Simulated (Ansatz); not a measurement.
# Supercells of the unslipped end of a generalised stacking fault on (111) (glide set) of a GaP-AlP solid solution (72 atoms): plane waves and support functions, part 2 of 2

Wanted: cost and convergence against size for the unslipped end of a generalised stacking fault on (111) (glide set) of a GaP-AlP solid solution (72 atoms).

Ansatz 0.2.0; Kohn-Sham DFT, PBEsol, PAW (set soft_2), plane waves.

The cell: 18 Al, 36 P and 18 Ga. The host structure and its lattice constant were typed by rule, without a check against the phase diagram.

So far. Step 4 (Support functions, 72 atoms): The energy lies 33.8 meV/atom above the dense-mesh reference, and 0.84 meV/atom below plane waves of the same size, an offset between the two bases that leaves the sampling error alike. Step 5 (Plane waves, 144 atoms): The energy lies 40.5 meV/atom above the dense-mesh reference.

### Step 6. Support functions, 144 atoms

The repeated cell is solved at Γ in support functions.

This step: Kohn-Sham DFT, PBEsol, PAW (set soft_2), localised support functions (medium) (Ansatz 0.2.0).

The input, input.yaml:

```yaml
crystal:
  lattice:
    - [6.68331, 0.0, 0.0]
    - [0.0, 11.57583, 0.0]
    - [0.0, 0.0, 19.10326]
  atoms:
    [... the 72 atom lines of step 2 ...]
  supercell: [2, 1, 1]
kpoints:
  mp_grid: { grid: [1, 1, 1] }
hamiltonian:
  xc: pbesol
scf:
  occupations: { method: fermi_dirac, width: 0.025 }
  eigensolver: { kind: { support_functions: { accuracy: medium } } }
  mixing: { beta: 0.4 }
  max_iter: 150
output:
  forces: true
```

Launch:

```bash
> ansatz run input.yaml --threads 4 --pin off --max-ram 8192MiB --backend cpu --events-out ev --progress --plain --runs-dir out
```

Numbers of over 12 decimals in the logs are rounded to 6 here.

What it wrote:

```text
Warning: scf.eigensolver.kind.support_functions: disabling space-group detection — the functions' gradient is summed over unrotated k-points, so no spatial operation reduces the k-mesh or symmetrises the density; time reversal is kept, so that k and −k are solved as one point where they differ and the mesh holds both, and exact exchange and, on two spinor components, a DFT+U term hold to it where the run has them: [...]
settings of this run that can trade accuracy for cost: scf.eigensolver.kind.support_functions [...]
[...]
Crystal: 144 atoms, lattice volume = 2955.842 Å³
Basis set: ecut = 420 eV, 57821 PW (Γ), exchange–correlation on 180×160×256 points (8 copies of the dense FFT grid, shifted against one another)
Bands: 562, of which v1, the nominal top of the filled ones, is band 468 counted from 1 (467 counted from 0)
Symmetry: 1 space group operations
k-points: 1
[...]
SCF iter   1: F=—  HF=-206939.003844 eV  |F-HF|=—  |Δ(HF+E_count)|=         —  Δρ=3.65e-2  dr2=3.65e1  ethr=1.00e-1
[...]
SCF iter  12: F=—  HF=-206984.496108 eV  |F-HF|=—  |Δ(HF+E_count)|=   3.91e-3  Δρ=9.82e-6  dr2=2.83e-6  ethr=4.57e-9  κ⁻¹=1.3e-6(r=7)
SCF iter  13: F=-206984.499365 eV  HF=-206984.499366 eV  |F-HF|=6.80e-7  |Δ(HF+E_count)|=   3.26e-3  Δρ=3.85e-6  dr2=6.36e-7  ethr=3.02e-10
SCF 1 converged in 13 iterations: F = -206984.561282 eV  dr2 = 6.36e-7
[...]
SCF converged after 13 iterations
Stability not checked: this state was not tested for a lower state beside it, because the mixer in use, unlike msr1, does not test its closes by its own steps (another_mixer; see scf.mixing.algorithm and scf.lower_state_search)
Free energy (F): -206984.561282 eV
[...]
Internal energy: -206984.561282 eV  (E = F + TS)
E sigma→0 (E₀):  -206984.561282 eV
Fermi energy:    6.738776 eV
[...]
Σ components = -206984.561282   (vs F -206984.561282, Δ=0.00e0)
--- Forces (eV/Å), atoms counted from 1 ---
  atom   1  Al     0.03719137     0.15849095    -1.15792084
  atom   2  P     -0.27252736     0.04199793    -0.08849597
  atom   3  Ga     0.09053050    -0.05091833     0.15339105
  atom   4  P     -0.20021497    -0.33519071    -0.09989593
  atom   5  Ga    -0.07078876    -0.07111493    -0.93687544
  atom   6  P      0.32407067     0.21426156    -0.39931749
  [... forces on the other 138 atoms ...]
  max |Σ_I F_I| component: 3.14e-3 eV/Å
--- Band table (eV) ---
[... left out ...]
  guard bands above this table: 81 of the run's 562 bands (output.publish_guard_bands: true publishes all)
[...]
```

Run time: 3.2 min. Hardware: 4 threads of Arm Neoverse V1, shared host; peak memory 5.4 GiB.

The program repeats the typed cell 2×1×1 times, 144 atoms in all; totals in the log are those of the whole repeated cell, and force differences are taken after averaging over the copies of each atom.

The energy lies 39.7 meV/atom above the dense-mesh reference, and 0.84 meV/atom below plane waves of the same size, an offset between the two bases that leaves the sampling error alike.

### Step 7. Scaling with size

Differences are against the typed cell on a 5×3×2 mesh, which samples like Γ on 2160 atoms (r.m.s. force component 0.307 eV/Å, gap 1.18 eV). Every repeated cell is solved at Γ, and forces are averaged over the copies of each atom. Hardware: 4 threads of Arm Neoverse V1, shared host.

| atoms | repeats | basis | Δ force, r.m.s. (meV/Å) | Δ energy (meV/atom) | less plane waves of the same size (meV/atom) | gap (eV) | spread among copies (meV/Å) | SCF cycles | time | host memory (GiB) |
| --- | --- | --- | --- | --- | --- | --- | --- | --- | --- | --- |
| 72 | 1×1×1 | plane waves | 123 | 34.7 | - | - | - | 9 | 12 s | 1.6 |
| 72 | 1×1×1 | support functions | 123 | 33.8 | -0.84 | 1.15 | - | 13 | 1.7 min | 2.9 |
| 144 | 2×1×1 | plane waves | 17.7 | 40.5 | - | - | 0 | 8 | 54 s | 4.4 |
| 144 | 2×1×1 | support functions | 17.7 | 39.7 | -0.84 | 1.16 | 0 | 13 | 3.2 min | 5.4 |

### Step 8. What the reference run shows

With the settings judged, the reference run is read for its physics.

Length of the force by element:

| element | coordination | atoms | mean length of the force (eV/Å) | spread | least | most |
| --- | --- | --- | --- | --- | --- | --- |
| Al | all | 18 | 0.401 | 0.372 | 0.111 | 1.27 |
| Ga | all | 18 | 0.374 | 0.342 | 0.121 | 1.20 |
| P | all | 36 | 0.411 | 0.343 | 0.109 | 1.31 |

Löwdin charges by element (they lack the spilled electrons, 0.027 e an atom on average):

| element | coordination | atoms | mean charge (e) | spread | least | most |
| --- | --- | --- | --- | --- | --- | --- |
| Al | all | 18 | 0.373 | 0.0084 | 0.353 | 0.383 |
| Ga | all | 18 | 0.0322 | 0.0039 | 0.0265 | 0.0406 |
| P | all | 36 | -0.149 | 0.0733 | -0.325 | -0.0551 |

Charge against the make-up of the first shell:

| Ga neighbours of P | atoms | mean charge (e) |
| --- | --- | --- |
| 0 | 1 | -0.325 |
| 1 | 10 | -0.235 |
| 2 | 13 | -0.147 |
| 3 | 12 | -0.064 |

States in the cell by windows of 0.5 eV, zero at the Fermi level; the larger projections on atomic orbitals stand beside the total:

| from (eV) | to (eV) | total | P p | Ga p | Al p | Ga s | Al s | P s |
| --- | --- | --- | --- | --- | --- | --- | --- | --- |
| -10 | -9.5 | 0.9 | 0.0 | 0.2 | 0.1 | 0.0 | 0.0 | 0.6 |
| -9.5 | -7.5 | 0.0 | 0.0 | 0.0 | 0.0 | 0.0 | 0.0 | 0.0 |
| -7.5 | -7 | 8.0 | 3.6 | 0.3 | 0.4 | 3.0 | 0.2 | 0.3 |
| -7 | -6.5 | 16.7 | 7.7 | 0.8 | 0.9 | 4.9 | 1.3 | 0.9 |
| -6.5 | -6 | 15.9 | 8.1 | 0.9 | 0.8 | 2.0 | 3.2 | 0.9 |
| -6 | -5.5 | 11.6 | 6.0 | 0.7 | 0.6 | 0.8 | 2.2 | 1.0 |
| -5.5 | -5 | 6.0 | 3.2 | 0.4 | 0.3 | 0.4 | 1.0 | 0.7 |
| -5 | -4.5 | 10.0 | 5.7 | 1.2 | 1.1 | 0.4 | 0.7 | 0.8 |
| -4.5 | -4 | 18.9 | 11.3 | 3.0 | 2.8 | 0.5 | 0.6 | 0.6 |
| -4 | -3.5 | 21.0 | 12.9 | 3.2 | 3.0 | 0.5 | 0.6 | 0.6 |
| -3.5 | -3 | 27.9 | 18.0 | 4.2 | 3.8 | 0.4 | 0.6 | 0.6 |
| -3 | -2.5 | 26.6 | 18.1 | 3.8 | 3.5 | 0.3 | 0.4 | 0.3 |
| -2.5 | -2 | 26.0 | 18.7 | 3.2 | 3.0 | 0.2 | 0.3 | 0.3 |
| -2 | -1.5 | 17.9 | 13.6 | 2.0 | 1.7 | 0.1 | 0.1 | 0.1 |
| -1.5 | -1 | 8.1 | 6.5 | 0.8 | 0.6 | 0.0 | 0.0 | 0.0 |
| -1 | -0.5 | 1.4 | 1.2 | 0.1 | 0.1 | 0.0 | 0.0 | 0.0 |
| -0.5 | 0.5 | 0.0 | 0.0 | 0.0 | 0.0 | 0.0 | 0.0 | 0.0 |
| 0.5 | 1 | 3.1 | 0.3 | 0.6 | 0.8 | 0.3 | 0.1 | 0.6 |
| 1 | 1.5 | 11.1 | 2.0 | 1.6 | 2.2 | 1.6 | 0.5 | 1.6 |
| 1.5 | 2 | 21.3 | 4.5 | 2.9 | 3.7 | 3.4 | 1.0 | 2.8 |
| 2 | 2.5 | 23.3 | 5.0 | 3.5 | 3.8 | 2.4 | 2.4 | 2.7 |
| 2.5 | 3 | 21.4 | 4.7 | 3.4 | 3.4 | 1.1 | 2.9 | 2.1 |

The curve was stored every 0.100 eV, coarse against its broadening of 0.08 eV, so these counts are rough.

Between -16 and -10 eV lie 251 more states.

The levels nearest the highest filled one (over half full), pooled over k-points and spins:

| level less the highest filled one (eV) | occupation |
| --- | --- |
| -0.126 | 2 |
| -0.114 | 2 |
| -0.0094 | 2 |
| -0.0082 | 2 |
| -0.0014 | 2 |
| 0 | 2 |
| 1.18 | 0 |
| 1.30 | 0 |
| 1.30 | 0 |
| 1.33 | 0 |
| 1.34 | 0 |
| 1.34 | 0 |

Mean Löwdin charges: Al +0.37, Ga +0.03, P -0.15 e (they miss 0.41 % of the electrons, so they add up to more than the cell's charge). Charges this small depend on the projection, at times even in sign. The charge on P changes by +0.086 e for each Ga neighbour that takes the place of another kind, on average. The largest share in the top eV of filled states is P p (81 % of the projected weight), and in the lowest eV of empty states Al p (25 % of the projected weight).

### Step 9. Outcome

```
free energy per atom                             : -1437.4325 eV/atom
density                                          : 3.209 g/cm³
pressure                                         : -0.8854 GPa
r.m.s. force component                           : 0.3067 eV/Å
gap (highest filled to lowest empty level) : 1.177 eV
wall time of the 5 DFT runs                      : 18 min
```

In words: Repeating the cell at Γ samples more k-points: in plane waves the energy difference from the dense mesh goes from 34.7 meV/atom at 72 atoms to 40.5 at 144, and the force difference from 123 to 18 meV/Å. At equal size the support functions lie 0.84 meV/atom below plane waves, likely because their grid holds more waves than 420 eV; no run tests this. At the largest size the support functions' forces differ from the reference by 5.8 % of the r.m.s. force, which holds the difference of sampling between the two as well as that of the basis.

The highest filled and lowest empty levels differ by 1.18 eV (on the run's k-points); a semilocal functional tends to put such gaps too low.

Caveats: The geometry was built by rule, was displaced at random and isn't relaxed at this level: its force components are 0.31 eV/Å r.m.s.

[Logs are printed without paths, hosts, clocks, repeated set-up lines and the standing remarks that a program may print on its own settings, such as how far it seeks lower states.]

[Hosts, paths, dates, database ids (printed as entryN), source tags and the programs' standing remarks are cut or masked in the printed files.]
